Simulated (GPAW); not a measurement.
## How the form of the self-energy moves the gap of BaLiF3 (Pm-3m)

Wanted: the gap of BaLiF3 (Pm-3m) under several approximations, with cost.

Method: LDA and many-body steps on it, plane waves, in GPAW 26.7.0.

## 1. Set-up

The structure is cubic, space group Pm-3m (No. 221). The conventional cell has a = 3.989 Å, b = 3.989 Å, c = 3.989 Å, α = 90.00°, β = 90.00°, γ = 90.00°. Ba has 12 F at 2.82 Å nearest. Nearest to Li lie 6 F at 1.99 Å. Nearest to F lie 2 Li at 1.99 Å and 4 Ba at 2.82 Å. Farther neighbours and most contacts between anions are not listed.

As a file:

```xyz
5
Lattice="3.9886 0.0000 0.0000 0.0000 3.9886 0.0000 0.0000 0.0000 3.9886" Properties=species:S:1:pos:R:3 pbc="T T T"
Ba    0.0000    0.0000    0.0000
Li    1.9943    1.9943    1.9943
F     0.0000    1.9943    1.9943
F     1.9943    1.9943    0.0000
F     1.9943    0.0000    1.9943
```

The cell and positions are those that the Materials Project relaxed with its own functionals (PBE, PBE+U or r2SCAN), kept fixed. Spin-orbit coupling is left out unless a step names it.

## 2. Empty states on the mesh, 4×4×4 mesh, 301 bands

This step: GPAW 26.7.0; DFT, LDA, plane waves, PAW.

The sums over transitions need many empty states on a uniform mesh; this step solves for them.

Input file run.py:

```python
import json
import numpy as np
from gpaw.mpi import world
from gpaw import GPAW

calc = GPAW('gs.gpw').fixed_density(kpts={'size': (4, 4, 4), 'gamma': True},
    parallel={'domain': 1, 'band': 1},
    txt='nscf.txt')
calc.diagonalize_full_hamiltonian(nbands=301)
calc.write('full.gpw', mode='all')
res = {}
kpts = calc.get_ibz_k_points()
res['kpts'] = kpts
res['eigenvalues'] = [calc.get_eigenvalues(kpt=k) for k in range(len(kpts))]
res['n_electrons'] = calc.get_number_of_electrons()

if world.rank == 0:
    with open('result.json', 'w') as f:
        json.dump(res, f, default=lambda x: x.tolist())
```

Command:

```
> mpirun -n 4 gpaw python run.py
```

Numbers of over 12 decimals in the logs are rounded to 6 here.

What it wrote:

```text
Diagonalizing LCAO Hamiltonian
Converting LCAO to pw mode
convergence criteria:
- Maximum integral of absolute [eigenst]ate change: 4e-08 eV^2 / valence electron
maximum number of iterations: 100

SCF iterations
|iter     |     time |      energy | eigst |  dens |
|iter:   1|  |             | +1.44 |       |
|iter:   2|  |             | +0.54 |       |
|iter:   3|  |             | -0.78 |       |
[...]
|iter:  14|  |             | -6.64 |       |
|iter:  15|  |             | -7.00 |       |
|iter:  16|  |             | -7.44c|       |
SCF steps: 16
  __  _  _
 | _ |_)|_||  |
 |__||  | ||/\| - 26.7.0

Input parameters:
  mode=PW(ecut=600.0),
  convergence={'density': 1e-06, 'bands': -3},
  gpts=array([24, 24, 24]),
  kpts=MonkhorstPack(size=(4, 4, 4), gamma=True),
  maxiter=100,
  nbands=24,
  occupations=Occupations(name='fermi-dirac', width=0.001, fixmagmom=False),
  parallel={'domain': 1, 'band': 1},
  xc=XC(name='LDA')
Matrix size: 2103x2103
# Writing to full.gpw (mode='all')
  [... matrices ...]

timing:  # [seconds]
  Total: 28.149  # ━━━━━━━━━━━━━━━━━━━━━━━━━━━━━━━━━━━━━━━━━━━━━━━━━━━━━━━━━━
```

Wall time 35 s (4 MPI ranks of Arm Neoverse V1, shared host); peak memory 2.1 GiB.

This step gave:

```yaml
gap: 6.505 eV
k_of_the_valence_top: 0, 0, 0
k_of_the_conduction_bottom: 0, 0, 0
least_direct_gap: 6.505 eV
k_points_computed: 10
lowest_point_of_the_top_converged_band_above_the_valence_top: 149.6306 eV
```

On this mesh the gap is 6.505 eV.

## 3. G0W0, Godby-Needs plasmon pole

Now the one-shot GW correction: screening in the RPA, then the self-energy of the levels asked for.

This step: G0W0 on LDA, plane waves, PAW.

Input file run.py:

```python
import json
import numpy as np
from gpaw.mpi import world
from gpaw.response.g0w0 import G0W0

gw = G0W0('full.gpw',
    filename='gw',
    kpts=[0],
    bands=(14, 18),
    ecut=96,
    nbands=135,
    integrate_gamma='WS',
    ppa=True)
gw.calculate()
res = {mode: {k: v for k, v in r.items() if k != 'sigma_eskwn'}
       for mode, r in gw.all_results.items()}

if world.rank == 0:
    with open('result.json', 'w') as f:
        json.dump(res, f, default=lambda x: x.tolist())
```

Command:

```
> mpirun -n 4 gpaw python run.py
```

What it wrote:

```text
Using integrator: PointIntegrator
FrequencyGridDescriptor(from 0.000+0.000j to 0.000+27.211j eV, 2 points)
Nonperiodic BCs:  [False False False]
Using integrator: PointIntegrator
FrequencyGridDescriptor(from 0.000+0.000j to 0.000+27.211j eV, 2 points)
Nonperiodic BCs:  [False False False]
  ___  _ _ _
 |   || | | |
 | | || | | |
 |__ ||_____|
 |___|

BZ k-points: Symmetries present (total): 48

  [... matrices ...]
64 k-points: 4 x 4 x 4 Monkhorst-Pack grid + [1/8,1/8,1/8]
10 k-points in the irreducible part of the Brillouin zone
       k-points in crystal coordinates                weights
   0:     0.00000000    0.00000000    0.00000000          1/64
   1:     0.25000000    0.00000000    0.00000000          6/64
   2:     0.25000000    0.25000000    0.00000000         12/64
   3:     0.25000000    0.25000000    0.25000000          8/64
   4:     0.50000000    0.00000000    0.00000000          3/64
   5:     0.50000000    0.25000000    0.00000000         12/64
   6:     0.50000000    0.25000000    0.25000000         12/64
   7:     0.50000000    0.50000000    0.00000000          3/64
   8:     0.50000000    0.50000000    0.25000000          6/64
   9:     0.50000000    0.50000000    0.50000000          1/64

Distributing spins, k-points and bands (1 x 1 x 4) over 4 processes
Number of blocks: 1

Quasi particle states:
k-points (IBZ indices): [0]
Band range: (14, 18)
  [... matrices ...]
Computational parameters:
Plane wave cut-off: 96 eV
Number of bands: 135
Coulomb cutoff: None
Broadening: 0.1 eV

fxc modes: GW
Kernel: RPA
Using Godby-Needs plasmon-pole approximation:
  Fitting energy: i*E0, E0 = 1.000 Hartree
Summing all q:

Calculating screened Coulomb potential
No Coulomb truncation
FrequencyGridDescriptor(from 0.000+0.000j to 0.000+27.211j eV, 2 points)
Removing empty qpoint cache files...

Calculating chi0 body with:
    Ground state adapter containing:
    Number of spins: 1
    Number of kpoints: 64
    Number of irreducible kpoints: 10
    Number of completely occupied states: 16
    Number of partially occupied states: 16
    Occupied states memory: 3.375 M / cpu

    Linear response parametrization:
    q_c: [0.0, 0.0, 0.0]
    Number of frequency points: 2
    Planewave cutoff: 96.0
    Number of bands: 135
    Number of planewaves: 147
    Broadening (eta): 1e-06
    comm.size: 4
    kncomm.size: 4
    blockcomm.size: 1

    Memory estimate of potentially large arrays:
        chi0_wGG: 0.659454 M / cpu
Integrating chi0 body.

Symmetries of q_c:
    Direct symmetries (Uq -> q): 48
    Indirect symmetries (TUq -> q): 0
In total 48 allowed symmetries.

  [... matrices ...]
10 groups of equivalent kpoints. 84.375% reduction.

Integral kind: response function
Integrating chi0 head and wings.

Symmetries of q_c:
    Direct symmetries (Uq -> q): 48
    Indirect symmetries (TUq -> q): 0
In total 48 allowed symmetries.

  [... matrices ...]
10 groups of equivalent kpoints. 84.375% reduction.

Integral kind: response function wings

Calculating chi0 body with:
    Ground state adapter containing:
    Number of spins: 1
    Number of kpoints: 64
    Number of irreducible kpoints: 10
    Number of completely occupied states: 16
    Number of partially occupied states: 16
    Occupied states memory: 3.375 M / cpu

    Linear response parametrization:
[... the further q-points ...]

Results:
f:      Occupation numbers
eps:     KS-eigenvalues [eV]
vxc:     KS vxc [eV]
exx:     Exact exchange [eV]
sigma:   Self-energies [eV]
dsigma:  Self-energy derivatives
Z:       Renormalization factors
qp:      QP-energies [eV]

k-point 0 (0): (0.000, 0.000, 0.000)                GW
band       f     eps     vxc     exx   sigma  dsigma       Z      qp
                                                                   GW
  14   1.000   2.855 -24.268 -31.520   5.283  -0.252   0.799   1.282
  15   1.000   2.855 -24.268 -31.521   5.283  -0.252   0.799   1.281
  16   0.000   9.360 -11.641  -6.271  -3.432  -0.138   0.879  11.064
  17   0.000   9.360 -11.641  -6.271  -3.432  -0.138   0.879  11.064
```

Elapsed: 45 s, on 4 MPI ranks; peak memory 1.4 GiB.

This step gave:

```yaml
g0w0_gap_on_the_points_computed: 9.782 eV
least_direct_g0w0_gap_on_the_computed_points: 9.782 eV
z_at_the_valence_top: 0.7989
z_at_the_conduction_bottom: 0.8791
starting_gap_on_the_mesh: 6.505 eV
k_of_the_valence_top: 0, 0, 0
k_of_the_conduction_bottom: 0, 0, 0
```

The gap on the mesh goes from 6.51 eV to 9.78 eV, a correction of +3.28 eV.

## 4. One-shot HSE06

This step: one-shot HSE06 levels on LDA orbitals, plane waves, PAW.

Input file run.py:

```python
import json
import numpy as np
from gpaw.mpi import world
from gpaw.hybrids.eigenvalues import non_self_consistent_eigenvalues

dft, vxc, vxc_hyb = non_self_consistent_eigenvalues('full.gpw', 'HSE06', 14, 18, kpt_indices=[0])
res = {'dft': dft[0], 'hybrid': (dft - vxc + vxc_hyb)[0]}
if world.rank == 0:
    with open('hybrid.txt', 'w') as f:
        for k, e0, e1 in zip([0], res['dft'], res['hybrid']):
            print(k, ' '.join(f'{x:9.4f}' for x in e0), '|', ' '.join(f'{x:9.4f}' for x in e1), file=f)

if world.rank == 0:
    with open('result.json', 'w') as f:
        json.dump(res, f, default=lambda x: x.tolist())
```

Command:

```
> mpirun -n 4 gpaw python run.py
```

What it wrote:

```text
IBZ(<points: 10, symmetries: 48>)
Occupied bands: 16
Transforming wave functions from IBZ to BZ: 0.041 seconds
Distributing wave functions and iFFT-ing to real space: 0.325 seconds
Calculating eigenvalues:
  k-points: 1
  Bands: 14-17 (inclusive)
  Seconds: 0.497 (wave-function broadcasting: 0.006 seconds)
HSE06-eigenvalue shifts:
  min: -1.689 eV
  ave: -0.360 eV
  max: 0.970 eV
```

Elapsed: 3.7 s, on 4 MPI ranks; peak memory 0.5 GiB.

This step gave:

```
starting gap on the mesh                       : 6.505 eV
hybrid gap on the mesh                         : 9.164 eV
least direct hybrid gap on the computed points : 9.164 eV
```

## 5. G0W0, extrapolated in the cutoff

This step: G0W0 on LDA, plane waves, PAW.

Input file run.py:

```python
import json
import numpy as np
from gpaw.mpi import world
from gpaw.response.g0w0 import G0W0

gw = G0W0('full.gpw',
    filename='gw',
    kpts=[0],
    bands=(14, 18),
    ecut=160.0,
    integrate_gamma='WS',
    ppa=True,
    ecut_extrapolation=True)
gw.calculate()
res = {mode: {k: v for k, v in r.items() if k != 'sigma_eskwn'}
       for mode, r in gw.all_results.items()}

if world.rank == 0:
    with open('result.json', 'w') as f:
        json.dump(res, f, default=lambda x: x.tolist())
```

Command:

```
> mpirun -n 4 gpaw python run.py
```

What it wrote:

```text
Using integrator: PointIntegrator
FrequencyGridDescriptor(from 0.000+0.000j to 0.000+27.211j eV, 2 points)
Nonperiodic BCs:  [False False False]
Using integrator: PointIntegrator
FrequencyGridDescriptor(from 0.000+0.000j to 0.000+27.211j eV, 2 points)
Nonperiodic BCs:  [False False False]
  ___  _ _ _
 |   || | | |
 | | || | | |
 |__ ||_____|
 |___|

BZ k-points: Symmetries present (total): 48

  [... matrices ...]
64 k-points: 4 x 4 x 4 Monkhorst-Pack grid + [1/8,1/8,1/8]
10 k-points in the irreducible part of the Brillouin zone
       k-points in crystal coordinates                weights
   0:     0.00000000    0.00000000    0.00000000          1/64
   1:     0.25000000    0.00000000    0.00000000          6/64
   2:     0.25000000    0.25000000    0.00000000         12/64
[...]
8:     0.50000000    0.50000000    0.25000000          6/64
   9:     0.50000000    0.50000000    0.50000000          1/64

Distributing spins, k-points and bands (1 x 1 x 4) over 4 processes
Number of blocks: 1

Quasi particle states:
k-points (IBZ indices): [0]
Band range: (14, 18)
  [... matrices ...]
Computational parameters:
Extrapolating to infinite plane wave cut-off using points at:
  137.884 eV
  147.917 eV
  160.000 eV
Number of bands: 291
Coulomb cutoff: None
Broadening: 0.1 eV

fxc modes: GW
Kernel: RPA
Using Godby-Needs plasmon-pole approximation:
  Fitting energy: i*E0, E0 = 1.000 Hartree
Summing all q:

Calculating screened Coulomb potential
No Coulomb truncation
FrequencyGridDescriptor(from 0.000+0.000j to 0.000+27.211j eV, 2 points)
Removing empty qpoint cache files...

Calculating chi0 body with:
    Ground state adapter containing:
    Number of spins: 1
    Number of kpoints: 64
    Number of irreducible kpoints: 10
    Number of completely occupied states: 16
    Number of partially occupied states: 16
    Occupied states memory: 3.375 M / cpu

    Linear response parametrization:
    q_c: [0.0, 0.0, 0.0]
    Number of frequency points: 2
    Planewave cutoff: 160.0
    Number of bands: 291
    Number of planewaves: 257
    Broadening (eta): 1e-06
    comm.size: 4
    kncomm.size: 4
    blockcomm.size: 1

    Memory estimate of potentially large arrays:
        chi0_wGG: 2.015656 M / cpu
Integrating chi0 body.

Symmetries of q_c:
    Direct symmetries (Uq -> q): 48
    Indirect symmetries (TUq -> q): 0
In total 48 allowed symmetries.

  [... matrices ...]
10 groups of equivalent kpoints. 84.375% reduction.

Integral kind: response function
Integrating chi0 head and wings.

Symmetries of q_c:
    Direct symmetries (Uq -> q): 48
    Indirect symmetries (TUq -> q): 0
In total 48 allowed symmetries.

  [... matrices ...]
10 groups of equivalent kpoints. 84.375% reduction.

Integral kind: response function wings

Calculating chi0 body with:
    Ground state adapter containing:
    Number of spins: 1
    Number of kpoints: 64
    Number of irreducible kpoints: 10
    Number of completely occupied states: 16
    Number of partially occupied states: 16
    Occupied states memory: 3.375 M / cpu

    Linear response parametrization:
[... the further q-points ...]
Extrapolating selfenergy to infinite energy cutoff:
  Performing linear fit to 3 points
  Minimum R^2 = 0.9795. (R^2 Should be close to 1)
  [... matrices ...]
Results:
f:      Occupation numbers
eps:     KS-eigenvalues [eV]
vxc:     KS vxc [eV]
exx:     Exact exchange [eV]
sigma:   Self-energies [eV]
dsigma:  Self-energy derivatives
Z:       Renormalization factors
qp:      QP-energies [eV]

k-point 0 (0): (0.000, 0.000, 0.000)                GW
band       f     eps     vxc     exx   sigma  dsigma       Z      qp
                                                                   GW
  14   1.000   2.855 -24.268 -31.520   4.926  -0.274   0.785   1.029
  15   1.000   2.855 -24.268 -31.521   4.926  -0.274   0.785   1.029
  16   0.000   9.360 -11.641  -6.271  -3.664  -0.140   0.877  10.857
  17   0.000   9.360 -11.641  -6.271  -3.664  -0.140   0.877  10.857
```

The job ended after 3.5 min (4 MPI ranks; peak memory 1.6 GiB).

Numbers from this step:

```
quasiparticle gap on the points computed              : 9.828 eV
least direct quasiparticle gap on the computed points : 9.828 eV
Z at the valence top                                  : 0.7850
Z at the conduction bottom                            : 0.8774
starting gap on the mesh                              : 6.505 eV
k of the valence top                                  : 0, 0, 0
k of the conduction bottom                            : 0, 0, 0
gaps at the cutoffs of the extrapolation              : 9.759, 9.766, 9.773 eV
```

Against G0W0 in GPAW (4×4×4 mesh, 135 bands, screening to 96 eV, Godby-Needs plasmon pole), the gap moves by +0.046 eV.

## 6. One-shot PBE0

This step: one-shot PBE0 levels on LDA orbitals, plane waves, PAW.

Input file run.py:

```python
import json
import numpy as np
from gpaw.mpi import world
from gpaw.hybrids.eigenvalues import non_self_consistent_eigenvalues

dft, vxc, vxc_hyb = non_self_consistent_eigenvalues('full.gpw', 'PBE0', 14, 18, kpt_indices=[0])
res = {'dft': dft[0], 'hybrid': (dft - vxc + vxc_hyb)[0]}
if world.rank == 0:
    with open('hybrid.txt', 'w') as f:
        for k, e0, e1 in zip([0], res['dft'], res['hybrid']):
            print(k, ' '.join(f'{x:9.4f}' for x in e0), '|', ' '.join(f'{x:9.4f}' for x in e1), file=f)

if world.rank == 0:
    with open('result.json', 'w') as f:
        json.dump(res, f, default=lambda x: x.tolist())
```

Command:

```
> mpirun -n 4 gpaw python run.py
```

What it wrote:

```text
IBZ(<points: 10, symmetries: 48>)
Occupied bands: 16
Transforming wave functions from IBZ to BZ: 0.041 seconds
Distributing wave functions and iFFT-ing to real space: 0.313 seconds
Calculating eigenvalues:
  k-points: 1
  Bands: 14-17 (inclusive)
  Seconds: 0.679 (wave-function broadcasting: 0.006 seconds)
HSE06-eigenvalue shifts:
  min: -2.094 eV
  ave: -0.370 eV
  max: 1.355 eV
```

The job ended after 3.9 s (4 MPI ranks; peak memory 0.49 GiB).

This step gave:

```yaml
starting_gap_on_the_mesh: 6.505 eV
hybrid_gap_on_the_mesh: 9.953 eV
least_direct_hybrid_gap_on_the_computed_points: 9.953 eV
```

## 7. G0W0, full frequency, Hilbert transform

This step: G0W0 on LDA, plane waves, PAW.

Input file run.py:

```python
import json
import numpy as np
from gpaw.mpi import world
from gpaw.response.g0w0 import G0W0

gw = G0W0('full.gpw',
    filename='gw',
    kpts=[0],
    bands=(14, 18),
    ecut=96,
    nbands=135,
    integrate_gamma='WS',
    frequencies={'type': 'nonlinear', 'domega0': 0.1, 'omega2': 15.0},
    eta=0.1,
    nblocksmax=True)
gw.calculate()
res = {mode: {k: v for k, v in r.items() if k != 'sigma_eskwn'}
       for mode, r in gw.all_results.items()}

if world.rank == 0:
    with open('result.json', 'w') as f:
        json.dump(res, f, default=lambda x: x.tolist())
```

Command:

```
> mpirun -n 4 gpaw python run.py
```

What it wrote:

```text
Using integrator: PointIntegrator
NonLinearFrequencyDescriptor(from 0.000 to 109.284 eV, 273 points)
Nonperiodic BCs:  [False False False]
Using integrator: PointIntegrator
NonLinearFrequencyDescriptor(from 0.000 to 109.284 eV, 273 points)
Nonperiodic BCs:  [False False False]
  ___  _ _ _
 |   || | | |
 | | || | | |
 |__ ||_____|
 |___|

BZ k-points: Symmetries present (total): 48

  [... matrices ...]
64 k-points: 4 x 4 x 4 Monkhorst-Pack grid + [1/8,1/8,1/8]
10 k-points in the irreducible part of the Brillouin zone
[...]
Results:
f:      Occupation numbers
eps:     KS-eigenvalues [eV]
vxc:     KS vxc [eV]
exx:     Exact exchange [eV]
sigma:   Self-energies [eV]
dsigma:  Self-energy derivatives
Z:       Renormalization factors
qp:      QP-energies [eV]

k-point 0 (0): (0.000, 0.000, 0.000)                GW
band       f     eps     vxc     exx   sigma  dsigma       Z      qp
                                                                   GW
  14   1.000   2.855 -24.268 -31.520   5.252  -0.251   0.799   1.256
  15   1.000   2.855 -24.268 -31.521   5.252  -0.251   0.799   1.255
  16   0.000   9.360 -11.641  -6.271  -3.430  -0.149   0.870  11.048
  17   0.000   9.360 -11.641  -6.271  -3.430  -0.149   0.870  11.048
```

Elapsed: 80 s, on 4 MPI ranks; peak memory 1.5 GiB.

This step gave:

| Item | Value |
| --- | --- |
| G0W0 gap on the points computed | 9.792 eV |
| least direct G0W0 gap on the computed points | 9.792 eV |
| starting gap on the mesh | 6.505 eV |
| k of the valence top | 0, 0, 0 |
| k of the conduction bottom | 0, 0, 0 |

Against G0W0 in GPAW (4×4×4 mesh, 135 bands, screening to 96 eV, Godby-Needs plasmon pole), the gap moves by +0.010 eV.

## 8. The runs together

Times are wall times on 4 MPI ranks of Arm Neoverse V1, shared host, good to a factor of about two.

| run | mesh | bands | screening cutoff (eV) | DFT gap (eV) | gap on the mesh (eV) | direct (eV) | time |
| --- | --- | --- | --- | --- | --- | --- | --- |
| G0W0, Godby-Needs plasmon pole | 4×4×4 | 135 | 96 | 6.505 | 9.782 | 9.782 | 45 s |
| one-shot HSE06 | 4×4×4 | - | - | 6.505 | 9.164 | 9.164 | 3.7 s |
| G0W0, extrapolated in the cutoff | 4×4×4 | - | 160 | 6.505 | 9.828 | 9.828 | 3.5 min |
| one-shot PBE0 | 4×4×4 | - | - | 6.505 | 9.953 | 9.953 | 3.9 s |
| G0W0, full frequency, Hilbert transform | 4×4×4 | 135 | 96 | 6.505 | 9.792 | 9.792 | 80 s |

## 9. Outcome

- G0W0, Godby-Needs plasmon pole: 9.782 eV
- one-shot HSE06: 9.164 eV
- G0W0, extrapolated in the cutoff: 9.828 eV
- one-shot PBE0: 9.953 eV
- G0W0, full frequency, Hilbert transform: 9.792 eV
- known limits: not at the basis limit; no spin-orbit coupling; coarse k mesh

What this shows: One-shot HSE06: −0.618 eV against G0W0, Godby-Needs plasmon pole. G0W0, extrapolated in the cutoff: +0.046 eV against G0W0, Godby-Needs plasmon pole, at other bands or cutoff, so not like for like. One-shot PBE0: +0.171 eV against G0W0, Godby-Needs plasmon pole. G0W0, full frequency, Hilbert transform: +0.010 eV against G0W0, Godby-Needs plasmon pole. One-shot hybrid levels are evaluated on the LDA orbitals. Bands and cutoff are finite, so the gap is not at the basis limit. The miss can reach some tenths of an eV and take either sign; the mesh is an error of its own. These stock PAW sets were not made for GW. In the G0W0 runs levels were corrected at 1 k point alone, so a gap called «on the mesh» is the least over those, and an edge elsewhere would be missed. The 4×4×4 mesh is coarse for this cell, which bears on the long-range parts of exchange and screening. This is the ideal cubic cell; many perovskites, halides above all, are cubic only on average, and local tilts or off-centring can widen the gap. The many-body steps are scalar-relativistic: spin-orbit coupling is not in them.

[Paths, hosts, dates, memory and timing lines, banners, echoed tables and standing remarks are left out of the program output.]

[Logs are printed without paths, hosts, clocks, repeated set-up lines and the standing remarks that a program may print on its own settings, such as how far it seeks lower states.]

[Runs of the session that timed out or met a known fault of the program may be left out.]

[Hosts, paths, dates, database ids (printed as entryN), source tags and the programs' standing remarks are cut or masked in the printed files.]
